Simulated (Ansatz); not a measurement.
# C (Fd-3m, 2 atoms in the cell) under biaxial strain in the (111) plane

Aim: how do the optical modes of C (Fd-3m, 2 atoms in the cell) shift and split under this strain?

Main program and level: Ansatz 0.2.0; DFT LDA, scalar-relativistic, plane waves, PAW; PAW set soft_1.

## 1. Starting point

It takes space group Fd-3m (No. 227, cubic). Conventional cell: a = 3.567 Å, b = 3.567 Å, c = 3.567 Å, α = 90.00°, β = 90.00°, γ = 90.00°. C has 4 C at 1.54 Å nearest.

## 2. A rough relaxation first

A rough relaxation comes first, because large forces or stress need no tight tolerances yet.

File input.yaml:

```yaml
crystal:
  lattice:
    - [0.0, 1.78337, 1.78337]
    - [1.78337, 0.0, 1.78337]
    - [1.78337, 1.78337, 0.0]
  atoms:
    - { symbol: C, position: [0.5, 0.5, 0.5] }
    - { symbol: C, position: [0.75, 0.75, 0.75] }
kpoints:
  mp_grid: { grid: [10, 10, 10] }
hamiltonian:
  xc: lda
  pseudopotentials: { kind: paw, azcp: { folder: soft_1 }, xc_functional: pbe }
scf:
  occupations: { method: gaussian, width: 0.1 }
output:
  forces: true
  stress: true
  eigenvalues: true
relax:
  adjacent_minimum: "off"
  f_tol: 0.05
  max_steps: 80
  cell: { stress_tol: 0.5 }
```

Launch:

```bash
$ ansatz run input.yaml --threads 4 --pin off --max-ram 10240MiB --backend cpu --events-out ev --progress --plain --runs-dir out
```

Numbers of over 12 decimals in the logs are rounded to 6 here.

The program printed:

```text
The last accepted step is kept in <dir> (removed where the run ends without a failure and the disk answers)
Engine: ansatz 0.2.0, aarch64-unknown-linux-gnu
Pseudopotentials: kind: paw
Pseudopotential: C, paw, valence charge 4, recommended cutoff 420 eV (normal), soft_1/C.paw.azcp
Functional definition: SPW92
  exchange = slater_x
  correlation = pw_c
Crystal: 2 atoms, lattice volume = 11.344 Å³
[...]
--- Relaxed structure (3 steps of the walk, 3 accepted, 1 SCFs on fresh bases) ---
  F+E_penalty+E_count = -485.99037661 eV   max|allowed force component| = 3.701e-17 eV/Å   (the final SCF, on the basis selected at the relaxed cell)
  cell:  # Å, volume = 11.0108 Å³
    - [0, 1.765749, 1.765749]
    - [1.765749, 0, 1.765749]
    - [1.765749, 1.765749, 0]
  atoms:
    - { symbol: C, position: [0.5, 0.5, 0.5] }
    - { symbol: C, position: [0.75, 0.75, 0.75] }
[key lines of the parts left out:]
SCF converged after 7 iterations
Free energy (F): -485.990377 eV
Fermi energy:    15.743074 eV
P = ⅓ Tr σ = -0.0150 GPa (-0.150 kbar)
```

Wall time 1.1 s (4 threads of Arm Neoverse N1, shared host); peak memory 0.23 GiB; 3.2 s of CPU time.

Step by step:

```
step  energy less that of the first step (eV)  largest force component (eV/Å)  pressure (GPa)  volume (Å³)
   1                                   0.0000                          0.0000          -13.21        11.34
   2                                  -0.0128                          0.0000           -5.19        11.14
   3                                  -0.0155                          0.0000            0.20        11.01
  4*                                  -0.0141                          0.0000           -0.01        11.01
```

Relaxation steps marked * repeat the geometry before them on a plane-wave basis chosen anew for their cell, so energy and pressure can jump there.

Forces are held to the 48 operations that the run works with; a distortion that breaks them can't arise in this run.

```
conventional cell, symmetrised  before  after  change
                         a (Å)   3.567  3.531  -1.0 %
                         b (Å)   3.567  3.531  -1.0 %
                         c (Å)   3.567  3.531  -1.0 %
              volume (Å³/atom)    5.67   5.51  -2.9 %
```

Final coordinates:

```xyz
2
Lattice="0.0000 1.7657 1.7657 1.7657 0.0000 1.7657 1.7657 1.7657 0.0000" Properties=species:S:1:pos:R:3 pbc="T T T"
C     1.7657    1.7657    1.7657
C     2.6486    2.6486    2.6486
```

Numbers from this step:

```
pressure          : -0.01498 GPa
gap on the k-mesh : 4.211 eV
volume per atom   : 5.505 Å³
```

In this step the volume went from 5.67 to 5.51 Å³/atom.

## 3. Bringing the structure to rest

The cell and atoms are relaxed, since residual forces and stress would shift the frequencies.

File input.yaml:

```yaml
crystal:
  lattice:
    - [0.0, 1.7657494264, 1.7657494264]
    - [1.7657494264, 0.0, 1.7657494264]
    - [1.7657494264, 1.7657494264, 0.0]
  atoms:
    - { symbol: C, position: [0.5, 0.5, 0.5] }
    - { symbol: C, position: [0.75, 0.75, 0.75] }
kpoints:
  mp_grid: { grid: [12, 12, 12] }
hamiltonian:
  xc: lda
  pseudopotentials: { kind: paw, azcp: { folder: soft_1 }, xc_functional: pbe }
scf:
  occupations: { method: gaussian, width: 0.02 }
output:
  forces: true
  stress: true
  eigenvalues: true
  write_density: true
  write_potential: true
  elf: true
  volumetric_format: npy
relax:
  adjacent_minimum: "off"
  f_tol: 0.005
  max_steps: 80
  cell: { stress_tol: 0.05 }
```

The program printed:

```text
[...]
Crystal: 2 atoms, lattice volume = 11.011 Å³
Basis set: ecut = 420 eV, 181 PW (Γ)
Bands: 8, of which v1, the nominal top of the filled ones, is band 4 counted from 1 (3 counted from 0)
Symmetry: 48 space group operations
[...]
k-points: 72 of 1728
[...]
SCF iter   1: F=—  HF=-486.719976 eV  |F-HF|=—  |Δ(HF+E_count)|=         —  Δρ=1.47e-1  dr2=1.68e0  ethr=3.10e-3  ⟨swp⟩=4.8  Hψ=3712  notcnv=0
[...]
SCF iter   6: F=-485.990475 eV  HF=-485.990475 eV  |F-HF|=1.31e-12  |Δ(HF+E_count)|=   5.42e-9  Δρ=2.47e-7  dr2=1.64e-12  ethr=1.28e-10  ⟨swp⟩=4.9  Hψ=2583  notcnv=0
SCF 1 converged in 6 iterations: F = -485.990475 eV  dr2 = 1.64e-12
[...]
relax step   1: F+E_penalty+E_count = -485.99047453 eV  Δ(F+E_penalty+E_count) = +0.000e0 eV  max|allowed force component| = 1.156e-17 eV/Å  Δτ_max = 0.0000 Å  P = -0.021 GPa  Ω = 11.011 Å³  (6 SCF iters, accepted)
[...]
SCF iter   1: F=—  HF=-485.990475 eV  |F-HF|=—  |Δ(HF+E_count)|=         —  Δρ=2.57e-7  dr2=2.16e-12  ethr=1.77e-8  ⟨swp⟩=3.3  Hψ=5417  notcnv=0
eigensolver tolerance schedule: the retry pair's looser diagonalisation over-reported the residual by 654207.93 of it (diagonalisation noise at an unbounded share of the residual, at the tolerance the schedule requests for it); recorded, not acted on — ethr = c·dr2/N_el stays at c = 1.0e-1
[...]
SCF iter   6: F=-485.990475 eV  HF=-485.990475 eV  |F-HF|=5.68e-14  |Δ(HF+E_count)|=  1.71e-13  Δρ=2.15e-10  dr2=3.61e-18  ethr=1.00e-12  ⟨swp⟩=1.6  Hψ=1550  notcnv=0
SCF 2 converged in 6 iterations: F = -485.990475 eV  dr2 = 3.61e-18
relax step   2: F+E_penalty+E_count = -485.99047453 eV  Δ(F+E_penalty+E_count) = -1.137e-13 eV  max|allowed force component| = 1.850e-17 eV/Å  Δτ_max = 0.0000 Å  P = -0.021 GPa  Ω = 11.011 Å³  stress off target by 2.14e-2 GPa  SCF on the basis re-selected at this cell (its energy is not comparable with the rows above)  (6 SCF iters)
basis re-selected at this cell: Δ(F+E_penalty+E_count) = -1.137e-13 eV, ΔP = +0.000 GPa vs the last step (what re-selecting the basis moved, of the pressure what is left beyond the Pulay correction that the steps carried, after the strain that the cell walked since its last selection, with what the two solves' SCF thresholds leave and, on support functions, any second-order correction that the steps lacked; it is no  [...]
SCF converged after 6 iterations
Free energy (F): -485.990475 eV
[...]
Internal energy: -485.990475 eV  (E = F + TS)
E sigma→0 (E₀):  -485.990475 eV
Fermi energy:    15.738944 eV
[...]
--- Stress (GPa, compression-positive) ---
       -0.021434       0.000000      -0.000000
       -0.000000      -0.021434      -0.000000
       -0.000000       0.000000      -0.021434
  P = ⅓ Tr σ = -0.0214 GPa (-0.214 kbar)
--- Band table (eV; the first three rows and the last of 72) ---
[...]
--- Relaxed structure (1 steps of the walk, 1 accepted, 1 SCFs on fresh bases) ---
[...]
cell:  # Å, volume = 11.0108 Å³
    - [0.0, 1.7657494264, 1.7657494264]
    - [1.7657494264, 0.0, 1.7657494264]
    - [1.7657494264, 1.7657494264, 0.0]
  atoms:
    - { symbol: C, position: [0.500000, 0.500000, 0.500000] }
    - { symbol: C, position: [0.750000, 0.750000, 0.750000] }
```

Elapsed: 0.82 s, on 4 threads; peak memory 0.25 GiB; 2.4 s of CPU time.

Little changed from the start: no atom moved by 0.005 Å and no cell edge by 0.1 %.

This step gave:

| Quantity | Value |
| --- | --- |
| pressure | -0.02143 GPa |
| gap on the k-mesh | 4.202 eV |

ELF in the ac plane of a cell with a along [110], b along [-110] and c along [001] of the cube at fractional y = 0.000, with atoms of C within 0.2 Å of it. It is the smooth field of the valence electrons, not physical close to the nuclei.

Values, 9 rows by 14 columns, each cell a mean:
```
0.28 0.48 0.44 0.24 0.33 0.48 0.34 0.28 0.48 0.44 0.24 0.33 0.48 0.34
0.57 0.44 0.18 0.05 0.11 0.32 0.52 0.57 0.44 0.18 0.05 0.11 0.32 0.52
0.27 0.16 0.06 0.04 0.05 0.11 0.24 0.27 0.16 0.06 0.04 0.05 0.11 0.24
0.05 0.05 0.10 0.16 0.14 0.08 0.06 0.05 0.05 0.10 0.16 0.14 0.08 0.06
0.03 0.13 0.36 0.51 0.45 0.23 0.07 0.03 0.13 0.36 0.51 0.45 0.23 0.07
0.15 0.35 0.49 0.44 0.45 0.43 0.22 0.15 0.35 0.49 0.44 0.45 0.43 0.22
0.50 0.68 0.52 0.12 0.29 0.67 0.59 0.50 0.68 0.52 0.12 0.29 0.67 0.59
0.60 0.85 0.80 0.47 0.66 0.90 0.74 0.60 0.85 0.80 0.47 0.66 0.90 0.74
0.18 0.64 0.78 0.62 0.71 0.79 0.36 0.18 0.64 0.78 0.62 0.71 0.79 0.36
```
Columns run along a (5.0 Å), rows up along c (3.5 Å), edges of the conventional cell, whose origin can differ from the input's. Atoms in or near the plane, at fractional coordinates: C at (0.00, 0.00), C at (0.50, 0.00), C at (0.25, 0.25), C at (0.75, 0.25).

Valence density in the ac plane of a cell with a along [110], b along [-110] and c along [001] of the cube at fractional y = 0.000, with atoms of C within 0.2 Å of it. It is the smooth field of the valence electrons, not physical close to the nuclei.

Ten even steps from '_' (0.1 e/Å³) to '@' (1.8 e/Å³), each cell a mean:
```
@@**::....==%%@@**::....==%%
++::______..==++::______..==
..__________....__________..
____________________________
____::--::..______::--::..__
__..++%%##--..__..++%%##--..
::==%%@@@@**--::==%%@@@@**--
##%%@@@@@@@@%%##%%@@@@@@@@%%
@@@@**==++##@@@@@@**==++##@@
```
Columns run along a (5.0 Å), rows up along c (3.5 Å), edges of the conventional cell, whose origin can differ from the input's. Atoms in or near the plane, at fractional coordinates: C at (0.00, 0.00), C at (0.50, 0.00), C at (0.25, 0.25), C at (0.75, 0.25).

Electrostatic potential energy in the ac plane of a cell with a along [110], b along [-110] and c along [001] of the cube at fractional y = 0.000, with atoms of C within 0.2 Å of it. With pseudopotentials it is smooth inside the atoms' cores, unlike the true potential.

Values in eV, 9 rows by 14 columns, each cell a mean:
```
-41 -18   8  13  12  -3 -34 -41 -18   8  13  12  -3 -34
 -4   6  13  15  14  10   0  -4   6  13  15  14  10   0
 13  14  14  15  15  14  13  13  14  14  15  15  14  13
 15  15  14  14  14  14  15  15  15  14  14  14  14  15
 15  14  10   6   8  12  14  15  14  10   6   8  12  14
 14   9 -11 -30 -22   2  13  14   9 -11 -30 -22   2  13
  9   4 -28 -49 -42  -8   9   9   4 -28 -49 -42  -8   9
-20  -7 -14 -33 -25  -5 -14 -20  -7 -14 -33 -25  -5 -14
-48 -25   2   3   4  -9 -41 -48 -25   2   3   4  -9 -41
```
Columns run along a (5.0 Å; values clipped at the 3rd and 97th percentile), rows up along c (3.5 Å), edges of the conventional cell, whose origin can differ from the input's. Atoms in or near the plane, at fractional coordinates: C at (0.00, 0.00), C at (0.50, 0.00), C at (0.25, 0.25), C at (0.75, 0.25).

In this step the volume went from 5.51 to 5.51 Å³/atom.

## 4. Tight relaxation

Phonons need small forces and stress, so the relaxation is finished with tight tolerances on 12×12×12 k points.

input.yaml, the sections that differ from step 3:

```yaml
scf:
  occupations: { method: fixed }
output:
  forces: true
  stress: true
  eigenvalues: true
relax:
  adjacent_minimum: "off"
  f_tol: 0.001
  max_steps: 60
  cell: { stress_tol: 0.01 }
# crystal, kpoints, hamiltonian: as in step 3
```

The program printed:

```text
[...]
Crystal: 2 atoms, lattice volume = 11.011 Å³
Basis set: ecut = 420 eV, 181 PW (Γ)
Bands: 8, of which v1, the nominal top of the filled ones, is band 4 counted from 1 (3 counted from 0)
Symmetry: 48 space group operations
[...]
k-points: 72 of 1728
[...]
P = ⅓ Tr σ = -0.0086 GPa (-0.086 kbar)
--- Band table (eV; the first three rows and the last of 72) ---
[...]
--- Relaxed structure (2 steps of the walk, 2 accepted, 1 SCFs on fresh bases) ---
[...]
cell:  # Å, volume = 11.0105 Å³
    - [0, 1.765733, 1.765733]
    - [1.765733, 0, 1.765733]
    - [1.765733, 1.765733, 0]
  atoms:
    - { symbol: C, position: [0.500000, 0.500000, 0.500000] }
    - { symbol: C, position: [0.750000, 0.750000, 0.750000] }
[key lines of the parts left out:]
SCF converged after 4 iterations
Free energy (F): -485.990476 eV
Fermi energy:    13.638634 eV
```

The job ended after 0.94 s (4 threads; peak memory 0.24 GiB; 2.8 s of CPU time).

Little changed from the start: no atom moved by 0.005 Å and no cell edge by 0.1 %.

This step gave:

```yaml
pressure: -0.008565 GPa
```

The forces vanish by symmetry and the pressure is -0.009 GPa, within the tolerances set. The cell now holds 5.51 Å³/atom.

## 5. Modes at rest

The modes at rest are the reference of the series, and the response to a field gives the dielectric tensor and the Born charges.

input.yaml, the sections that differ from step 4:

```yaml
crystal:
  lattice:
    - [0.0, 1.7657332856, 1.7657332856]
    - [1.7657332856, 0.0, 1.7657332856]
    - [1.7657332856, 1.7657332856, 0.0]
  atoms:
    - { symbol: C, position: [0.5, 0.5, 0.5] }
    - { symbol: C, position: [0.75, 0.75, 0.75] }
output:
  eigenvalues: true
phonons:
  method: dfpt
  dielectric: true
  rigid_motions: translations
# kpoints, hamiltonian, scf: as in step 4
# relax: removed
```

The program printed:

```text
[...]
Crystal: 2 atoms, lattice volume = 11.010 Å³
Basis set: ecut = 420 eV, 181 PW (Γ), exchange–correlation on 40×40×40 points (8 copies of the dense FFT grid, shifted against one another)
Bands: 8, of which v1, the nominal top of the filled ones, is band 4 counted from 1 (3 counted from 0)
Symmetry: 48 space group operations
k-points: 280 of 1728 (irreducible under 4 space group operations, time reversal used)
[...]
SCF iter   1: F=—  HF=-486.720076 eV  |F-HF|=—  |Δ(HF+E_count)|=         —  Δρ=1.47e-1  dr2=1.69e0  ethr=3.10e-3  ⟨swp⟩=3.9  Hψ=12868  notcnv=0  defer=483
[...]
SCF iter   7: F=-485.990477 eV  HF=-485.990477 eV  |F-HF|=2.31e-11  |Δ(HF+E_count)|=  2.21e-10  Δρ=1.41e-6  dr2=5.92e-11  ethr=1.25e-12  ⟨swp⟩=7.0  Hψ=11684  notcnv=0
SCF 1 converged in 7 iterations: F = -485.990477 eV  dr2 = 5.92e-11
[...]
NSCF: frozen V_eff on 1 k-points
DFPT response loops at Γ: preconditioner auto → none (the input reference at scf.mixing.eps_inf says where Resta's filter doesn't serve); β = 0.50; Broyden in place of MSR1
── the response to a field inside a basis, on 12×12×12 k-points: an SCF that follows is theirs, and a resumed run solves both again ──
Bands: 5, of which v1, the nominal top of the filled ones, is band 4 counted from 1 (3 counted from 0)
k-points: 182 of 1728 (irreducible under 12 space group operations)
[...]
Eigensolver: Dense (182 Hₖ)
SCF iter   1: F=—  HF=-485.993576 eV  |F-HF|=—  |Δ(HF+E_count)|=         —  Δρ=5.69e-4  dr2=4.36e-6  ethr=1.00e-1
[...]
SCF iter   3: F=-485.993579 eV  HF=-485.993579 eV  |F-HF|=1.32e-9  |Δ(HF+E_count)|=   7.79e-7  Δρ=1.04e-5  dr2=1.57e-9  ethr=1.27e-8
SCF 1 converged in 3 iterations: F = -485.993579 eV  dr2 = 1.57e-9
[...]
SCF converged after 7 iterations
Free energy (F): -485.990477 eV
[...]
Internal energy: -485.990477 eV  (E = F + TS)
E sigma→0 (E₀):  -485.990477 eV
Fermi energy:    13.638635 eV
[...]
--- Band table (eV; the first three rows and the last of 280) ---
[...]
--- Phonons (Γ-DFPT): 1 representative perturbation + reference, on 280 of 1728 k-points (Σ response iterations 3) ---
  k mesh reduced under 4 symmetry operations, with k and −k counted as one. Each operation leaves every solved perturbation unchanged. A smaller set is not considered because the run solves the response to a homogeneous field
  ASR residual: 4.925e-4 → 0.000e0 eV/Å²; symmetrization residual: 1.290e-13 eV/Å²
  ASR residual per site (eV/Å²): 4.92e-4 4.92e-4
  Γ frequencies (cm⁻¹): 0.00 0.00 0.00 1322.60 1322.60 1322.60
  ε∞ (high-frequency dielectric tensor):
        5.763965    -0.000000    -0.000000
       -0.000000     5.763965     0.000000
       -0.000000     0.000000     5.763965
  ε⁰ (static dielectric tensor: ions relaxed, cell fixed):
        5.763965    -0.000000    -0.000000
       -0.000000     5.763965     0.000000
       -0.000000     0.000000     5.763965
  ε⁰ − ε∞ (ionic part):
        0.000000    -0.000000     0.000000
       -0.000000     0.000000    -0.000000
        0.000000    -0.000000     0.000000
  softest optical mode at Γ: 1322.60 cm⁻¹; the repairs (sum rule, projections) moved no ω² at Γ by more than (3.34 cm⁻¹)²
  Born effective charges Z* (e; rows j = field, columns β = displacement):
    site 0:
         0.00000    0.00000    0.00000
        -0.00000    0.00000   -0.00000
        -0.00000   -0.00000    0.00000
    site 1:
         0.00000   -0.00000   -0.00000
         0.00000   -0.00000    0.00000
         0.00000    0.00000   -0.00000
  Z* charge neutrality: 3.657e-4 e pre-enforcement
  solved inside a basis spanned on kpoints, on 12×12×12 k-points, its susceptibility summed on 18×18×18: ε∞ is read to err by 1.5e-2, Z* by 4.3e-3 e (field_mesh: kpoints solves on kpoints)
  optical modes at Γ without the LO–TO term, one row a degenerate level:
      ω (cm⁻¹)  modes    IR ((D/Å)²/amu)
       1322.60      3             0.0000
  optical modes at Γ + LO–TO along q̂ = [1.0000, 0.0000, 0.0000]:
      ω (cm⁻¹)  modes    IR ((D/Å)²/amu)
       1322.60      3             0.0000
  optical modes at Γ + LO–TO along q̂ = [0.0000, 1.0000, 0.0000]:
      ω (cm⁻¹)  modes    IR ((D/Å)²/amu)
       1322.60      3             0.0000
  optical modes at Γ + LO–TO along q̂ = [0.0000, 0.0000, 1.0000]:
      ω (cm⁻¹)  modes    IR ((D/Å)²/amu)
       1322.60      3             0.0000
```

Elapsed: 9.8 s, on 4 threads; peak memory 0.41 GiB.

In the SCF lines HF is the Harris–Foulkes energy and dr2 the Hartree energy of the density residual, in eV; the loop may stop once dr2 is under the threshold and the program's other checks hold. Hψ counts applications of the Hamiltonian.

Numbers from this step:

- sum-rule residual before enforcement: 4.92e-4 eV/Å²
- miss of the charge sum rule: 3.66e-4 e
- estimated error of the dielectric tensor: 0.01503
- estimated error of the Born charges: 0.004274 e
- point group: m-3m
- highest optical mode at the zone centre (no LO-TO term): 1323 cm⁻¹
- lowest optical zone-centre mode: 1323 cm⁻¹
- mean high-frequency dielectric constant: 5.764
- largest Born charge (third of the trace): 0 e
- mean static dielectric constant: 5.764
- top of the zone-centre spectrum with the field: 1323 cm⁻¹

Patterns of degenerate modes are one choice out of their space. Modes at Γ:

```
mode  frequency (cm⁻¹)  symmetry
   1               0.0  acoustic
   2               0.0  acoustic
   3               0.0  acoustic
   4            1322.6       T2g
   5            1322.6       T2g
   6            1322.6       T2g
```

Displacements in mode 4 (1322.6 cm⁻¹), the largest set to 1:
```
C1   0.00  0.00 -1.00
C2   0.00  0.00  1.00
```

Optical modes at the zone centre, without and with the macroscopic field of the longitudinal modes; each column is sorted by frequency, so a row need not hold one and the same mode. Modes with and without the field, by row:

```
rank among optical modes  no field (cm⁻¹)  q along (1, 0, 0) (cm⁻¹)
                       1             1323                      1323
                       2             1323                      1323
                       3             1323                      1323
```

The Born charge (rows field, columns displacement) vanishes on all sites.

High-frequency dielectric tensor:

```
5.76 0.00 0.00
0.00 5.76 0.00
0.00 0.00 5.76
```

Static dielectric tensor (ions relaxed, fixed cell):

```
5.76 0.00 0.00
0.00 5.76 0.00
0.00 0.00 5.76
```

Before it was imposed, the acoustic sum rule was missed by 4.9e-4 eV/Å² and the charge sum rule by 3.7e-4 e. Small misses are needed for a sound result but don't prove that mesh and cutoff are converged. The lowest optical mode is real, 1323 cm⁻¹.

[end of part 1 of 2]

[Logs are printed without paths, hosts, clocks, repeated set-up lines and the standing remarks that a program may print on its own settings, such as how far it seeks lower states.]

[Hosts, paths, dates, database ids (printed as entryN), source tags and the programs' standing remarks are cut or masked in the printed files.]
